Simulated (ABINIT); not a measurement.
# BaTiO3 (P4mm): G0W0 with ABINIT, start to end, part 3 of 3

Wanted: ground state, empty states, screening and self-energy for BaTiO3 (P4mm).

ABINIT 10.8.3; PBE and many-body steps on it, plane waves. Known limits of the many-body steps: not at the basis limit; no spin-orbit coupling; coarse k mesh.

So far. Step 3 (Bands along the symmetry lines): The gap is 1.851 eV, as in the run before at this level. Step 4 (Empty states on the mesh, 4×4×4 mesh, 60 bands): On this mesh the gap is 1.851 eV.

## Step 5: Screening, 4×4×4 mesh, 56 bands, screening to 87.1 eV

The RPA dielectric matrix is built and inverted for each q.

This step: RPA screening on PBE, plane waves, norm-conserving pseudopotentials.

run.abi reads:

```
acell 3*1.0 Angstrom
rprim 
  3.990480000000 0.000000000000 0.000000000000
  0.000000000000 3.990480000000 0.000000000000
  0.000000000000 0.000000000000 4.023030000000
ntypat 3
znucl 56 22 8
natom 5
typat 1 2 3 3 3
xred 
  0.000000000000 0.000000000000 0.000000000000
  0.500000000000 0.500000000000 0.522000000000
  0.500000000000 0.500000000000 0.979000000000
  0.500000000000 0.000000000000 0.488000000000
  0.000000000000 0.500000000000 0.488000000000
pp_dirpath "pseudos"
pseudos "Ba.upf, Ti.upf, O.upf"
ecut 38
ngkpt 4 4 4
nshiftk 1
shiftk 0 0 0
kptopt 1
chksymbreak 0
istwfk *1
occopt 1
irdwfk 1
optdriver 3
nband 56
ecuteps 3.2
inclvkb 2
awtr 1
symchi 1
indata_prefix "in"
outdata_prefix "out"
tmpdata_prefix "tmp"
```

Started as:

```
$ OMP_NUM_THREADS=1 mpirun -n 4 abinit run.abi > log
```

Numbers of over 12 decimals in the logs are rounded to 6 here.

The log of the run:

```text
.Version 10.8.3 of ABINIT. v10.8.2 released Aug 2026.

 Symmetries : space group P4 m m (# 99); Bravais tP (primitive tetrag.)
[... echo of the input left out ...]
== DATASET  1 ==================================================================
-   mpi_nproc: 4, omp_nthreads: 1 (-1 if OMP is not activated)

--- !DatasetInfo
iteration_state: {dtset: 1, }
dimensions: {natom: 5, nkpt: 18, mband: 56, nsppol: 1, nspinor: 1, nspden: 1, mpw: 4868, }
cutoff_energies: {ecut:  38.0, pawecutdg:  -1.0, }
electrons: {nelect:   4.00000000E+01, charge:   0.00000000E+00, occopt:   1.00000000E+00, tsmear:   1.00000000E-02, }

 SCREENING: Calculation of the susceptibility and dielectric matrices

 Based on a program developped by R.W. Godby, V. Olevano, G. Onida, and L. Reining.
 Incorporated in ABINIT by V. Olevano, G.-M. Rignanese, and M. Torrent.
.Using double precision arithmetic ; gwpc =  8

[... cell and pseudopotentials left out ...]
--------------------------------------------------------------------------------

 ==== K-mesh for the wavefunctions ====
 Number of points in the irreducible wedge :    18
[... list of points left out ...]
 Together with  8 symmetry operations and time-reversal symmetry
 yields    64 points in the full Brillouin Zone.

 ==== Q-mesh for the screening function ====
 Number of points in the irreducible wedge :    18
[... list of points left out ...]
 Together with  8 symmetry operations and time-reversal symmetry
 yields    64 points in the full Brillouin Zone.

 setmesh: FFT mesh size selected  =    27x   27x   27
          total number of points  =        19683

 vcoul_init : cutoff-mode = AUXILIARY_FUNCTION
 q-points for optical limit:   1
     1)      0.000010    0.000020    0.000030

- screening: taking advantage of time-reversal symmetry
- Maximum band index for partially occupied states nbvw = 20
- Remaining bands to be divided among processors   nbcw = 36
- Number of bands treated by each node ~9

 Number of electrons calculated from density =   40.0000; Expected =   40.0000
 average of density, n =  0.092525
 r_s =    1.3716
 omega_plasma =   29.3417 [eV]

 calculating chi0 at frequencies [eV] :
  1    0.000000E+00    0.000000E+00
  2    0.000000E+00    2.934172E+01

--------------------------------------------------------------------------------
  q-point number  1        q = ( 0.000000, 0.000000, 0.000000) [r.l.u.]
--------------------------------------------------------------------------------
[... chi0 elements left out ...]
 For q-point:  0.000010 0.000020 0.000030
  dielectric constant =   5.8517
  dielectric constant without local fields =   6.3757

  Average fulfillment of the sum rule on Im[epsilon] for q-point    1 :     38.30  [%]
[... wings left out ...]
  q-point number  2        q = ( 0.250000, 0.000000, 0.000000) [r.l.u.]
--------------------------------------------------------------------------------
[... chi0 elements left out ...]
  Average fulfillment of the sum rule on Im[epsilon] for q-point    2 :     58.28  [%]

 [... 16 further q-points ...]
```

The job ended after 52 s (4 MPI ranks of Arm Neoverse V1, shared host; peak memory 1.1 GiB).

Numbers from this step:

| Property | Result |
| --- | --- |
| ε∞ with local fields, on this mesh, along the program's q direction | 5.852 |
| the same without local fields | 6.376 |
| plasma frequency | 29.34 eV |
| plane waves in the screening matrix | 123 |

Local fields lower ε∞ by 8 %. On a Γ-centred mesh this coarse the value itself is usually too large, while a short band sum pulls it down.

## Step 6: Self-energy, 4×4×4 mesh, 56 bands, screening to 87.1 eV

The self-energy is evaluated for the states that the input lists, and the levels follow from it, in one-shot runs by the linearised quasiparticle equation.

This step: G0W0 on PBE, plane waves, norm-conserving pseudopotentials.

Edit run.abi of step 5 so:

```diff
@@ -26,8 +26,17 @@
 irdwfk 1
-optdriver 3
+optdriver 4
 nband 56
+gwcalctyp 0
+ecutsigx 38
+symsigma 1
+nkptgw 2
+kptgw 
+  0.5000000000 0.5000000000 0.5000000000
+  0.0000000000 0.0000000000 0.0000000000
+bdgw 
+  18 23
+  19 23
 ecuteps 3.2
-inclvkb 2
-awtr 1
-symchi 1
+irdscr 1
+ppmodel 1
 indata_prefix "in"
```

The log of the run:

```text
.Version 10.8.3 of ABINIT. v10.8.2 released Aug 2026.

 Symmetries : space group P4 m m (# 99); Bravais tP (primitive tetrag.)
[... echo of the input left out ...]
== DATASET  1 ==================================================================
-   mpi_nproc: 4, omp_nthreads: 1 (-1 if OMP is not activated)

--- !DatasetInfo
iteration_state: {dtset: 1, }
dimensions: {natom: 5, nkpt: 18, mband: 56, nsppol: 1, nspinor: 1, nspden: 1, mpw: 4868, }
cutoff_energies: {ecut:  38.0, pawecutdg:  -1.0, }
electrons: {nelect:   4.00000000E+01, charge:   0.00000000E+00, occopt:   1.00000000E+00, tsmear:   1.00000000E-02, }

 SIGMA: Calculation of the GW corrections

 Based on a program developped by R.W. Godby, V. Olevano, G. Onida, and L. Reining.
 Incorporated in ABINIT by V. Olevano, G.-M. Rignanese, and M. Torrent.
.Using double precision arithmetic ; gwpc =  8

[... cell and pseudopotentials left out ...]
--------------------------------------------------------------------------------

 ==== K-mesh for the wavefunctions ====
 Number of points in the irreducible wedge :    18
[... list of points left out ...]
 Together with  8 symmetry operations and time-reversal symmetry
 yields    64 points in the full Brillouin Zone.

 ==== Q-mesh for screening function ====
 Number of points in the irreducible wedge :    18
[... list of points left out ...]
 Together with  8 symmetry operations and time-reversal symmetry
 yields    64 points in the full Brillouin Zone.

 vcoul_init : cutoff-mode = AUXILIARY_FUNCTION
 q-points for optical limit:   1
     1)      0.000010    0.000020    0.000030
 setmesh: FFT mesh size selected  =    45x   45x   45
          total number of points  =        91125

 Number of electrons calculated from density =   40.0000; Expected =   40.0000
 average of density, n =  0.092525
 r_s =    1.3716
 omega_plasma =   29.3417 [eV]

 === KS Band Gaps ===
  >>>> For spin  1
   Minimum direct gap =   2.2217 [eV], located at k-point      :   0.0000  0.0000  0.0000
   Fundamental gap    =   1.8512 [eV], Top of valence bands at :   0.5000  0.5000  0.5000
                                       Bottom of conduction at :   0.0000  0.0000  0.0000
 SIGMA fundamental parameters:
 PLASMON POLE MODEL  1
 number of plane-waves for SigmaX                 4865
 number of plane-waves for SigmaC and W            123
 number of plane-waves for wavefunctions          4865
 number of bands                                    56
 number of independent spin polarizations            1
 number of spinorial components                      1
 number of k-points in IBZ                          18
 number of q-points in IBZ                          18
 number of symmetry operations                       8
 number of k-points in BZ                           64
 number of q-points in BZ                           64
 number of frequencies for dSigma/dE                 9
 frequency step for dSigma/dE [eV]                0.25
 number of omega for Sigma on real axis              0
 max omega for Sigma on real axis  [eV]           0.00
 zcut for avoiding poles [eV]                     0.10

 EPSILON^-1 parameters (SCR file):
 dimension of the eps^-1 matrix on file            123
 dimension of the eps^-1 matrix used               123
 number of plane-waves for wavefunctions          4865
 number of bands                                    56
 number of q-points in IBZ                          18
 number of frequencies                               2
 number of real frequencies                          1
 number of imag frequencies                          1

 matrix elements of self-energy operator (all in [eV])

 Perturbative Calculation

--- !SelfEnergy_ee
iteration_state: {dtset: 1, }
kpoint     : [   0.500,    0.500,    0.500, ]
spin       : 1
KS_gap     :    4.248
QP_gap     :    6.110
Delta_QP_KS:    1.863
data: !SigmaeeData |
     Band     E0 <VxcDFT>   SigX SigC(E0)      Z dSigC/dE  Sig(E)    E-E0       E
       18   6.542 -19.963 -24.993   5.398   0.764  -0.310 -19.682   0.281   6.823
       19   6.542 -19.963 -24.993   5.398   0.764  -0.310 -19.682   0.281   6.823
       20   6.718 -20.008 -25.051   5.449   0.762  -0.312 -19.698   0.309   7.027
       21  10.965 -21.853 -13.090  -5.813   0.736  -0.358 -19.681   2.172  13.137
       22  10.977 -21.854 -13.211  -5.649   0.740  -0.351 -19.637   2.217  13.194
       23  10.977 -21.854 -13.211  -5.649   0.740  -0.351 -19.637   2.217  13.194

--- !SelfEnergy_ee
iteration_state: {dtset: 1, }
kpoint     : [   0.000,    0.000,    0.000, ]
spin       : 1
KS_gap     :    2.222
QP_gap     :    3.791
Delta_QP_KS:    1.569
data: !SigmaeeData |
     Band     E0 <VxcDFT>   SigX SigC(E0)      Z dSigC/dE  Sig(E)    E-E0       E
       19   6.347 -20.006 -24.534   4.947   0.768  -0.301 -19.684   0.322   6.669
       20   6.347 -20.006 -24.534   4.947   0.768  -0.301 -19.684   0.322   6.669
       21   8.569 -18.775 -11.365  -4.982   0.779  -0.284 -16.884   1.891  10.460
       22   8.936 -19.060 -12.059  -4.540   0.778  -0.286 -17.146   1.914  10.851
       23   8.936 -19.060 -12.059  -4.540   0.778  -0.286 -17.146   1.914  10.851

== END DATASET(S) ==============================================================
================================================================================

 -outvars: echo values of variables after computation  --------
           etotal      0.0000000000E+00
            nband          56
             nkpt          18
          spgroup          99
 [... the other variables as echoed above ...]

 Calculation completed.
```

Run time: 7.6 s. Hardware: 4 MPI ranks; peak memory 0.92 GiB.

Numbers from this step:

* G0W0 gap on the points computed: 3.433 eV
* starting gap on the mesh: 1.851 eV
* k of the valence top: 0.5, 0.5, 0.5
* k of the conduction bottom: 0, 0, 0
* Z at the valence top: 0.762
* Z at the conduction bottom: 0.779
* least direct G0W0 gap on the computed points: 3.791 eV

The gap on the mesh goes from 1.85 eV to 3.43 eV, a correction of +1.58 eV.

Limits: finite bands, cutoff and mesh; no spin-orbit coupling; coarse k mesh. v1 is the top filled band, c1 the lowest empty one. The levels before and after the correction (eV, zero at the valence-band top of each column):

|  | conduction bottom | valence top |
| --- | --- | --- |
| Kohn-Sham | 1.85 | 0.00 |
| G0W0 | 3.43 | 0.00 |

|  | level | energy (eV) |
| --- | --- | --- |
| Kohn-Sham | (0.5 0.5 0.5) v3-v2 | -0.176 |
| Kohn-Sham | (0.5 0.5 0.5) v1 | 0.000 |
| Kohn-Sham | (0.5 0.5 0.5) c1 | 4.247 |
| Kohn-Sham | (0.5 0.5 0.5) c2-c3 | 4.259 |
| Kohn-Sham | Γ v2-v1 | -0.371 |
| Kohn-Sham | Γ c1 | 1.851 |
| Kohn-Sham | Γ c2-c3 | 2.219 |
| G0W0 | (0.5 0.5 0.5) v3-v2 | -0.204 |
| G0W0 | (0.5 0.5 0.5) v1 | 0.000 |
| G0W0 | (0.5 0.5 0.5) c1 | 6.110 |
| G0W0 | (0.5 0.5 0.5) c2-c3 | 6.167 |
| G0W0 | Γ v2-v1 | -0.358 |
| G0W0 | Γ c1 | 3.433 |
| G0W0 | Γ c2-c3 | 3.824 |

## Step 7: Where the time went

Times are wall times on 4 MPI ranks of Arm Neoverse V1, shared host, good to a factor of about two.

| step | time | share | memory (GiB) |
| --- | --- | --- | --- |
| ground state | 83 s | 30 % | 0.38 |
| bands along the symmetry lines | 96 s | 35 % | 0.41 |
| empty states on the mesh | 38 s | 14 % | 0.35 |
| screening | 52 s | 19 % | 1.1 |
| self-energy | 7.6 s | 3 % | 0.92 |

## Step 8: Results

| Quantity | Value |
| --- | --- |
| PBE gap | 1.85 eV, indirect |
| G0W0 gap on the mesh | 3.43 eV |
| GW settings | 4×4×4 mesh, 56 bands, screening to 87.1 eV, Godby-Needs plasmon pole |
| known limits | not at the basis limit; no spin-orbit coupling; coarse k mesh |

**Reading.** G0W0 moves the gap on the mesh from 1.85 eV to 3.43 eV (+1.58 eV), with Z of 0.76 and 0.78 at the edges. Local fields lower the RPA ε∞ on this mesh from 6.38 to 5.85; a Γ-centred mesh this coarse tends to raise both, most where the direct gap is narrow, while a short band sum lowers them. Only 2 of the mesh's irreducible points were corrected, so a valley elsewhere could overtake. Bands and cutoff are finite, so the gap is not at the basis limit. The miss can reach some tenths of an eV and take either sign; the mesh is an error of its own. In the G0W0 run levels were corrected at 2 k points alone, so a gap called «on the mesh» is the least over those, and an edge elsewhere would be missed. The 4×4×4 mesh is coarse for this cell, which bears on the long-range parts of exchange and screening. The many-body steps are scalar-relativistic: spin-orbit coupling is not in them.

[Paths, hosts, dates, memory and timing lines, banners, echoed tables and standing remarks are left out of the program output.]

[Logs are printed without paths, hosts, clocks, repeated set-up lines and the standing remarks that a program may print on its own settings, such as how far it seeks lower states.]

[Runs of the session that timed out or met a known fault of the program may be left out.]

[Hosts, paths, dates, database ids (printed as entryN), source tags and the programs' standing remarks are cut or masked in the printed files.]

[G0W0 gaps are taken among the corrected bands and points alone; a level outside them can change the order at an edge.]

[Where Ansatz stands beside ABINIT at settings called matched, ABINIT's density can come from a denser mesh and the files from another edition; pairs whose starting gaps differed by over 0.03 eV were left out, so agreement reads better than it is.]
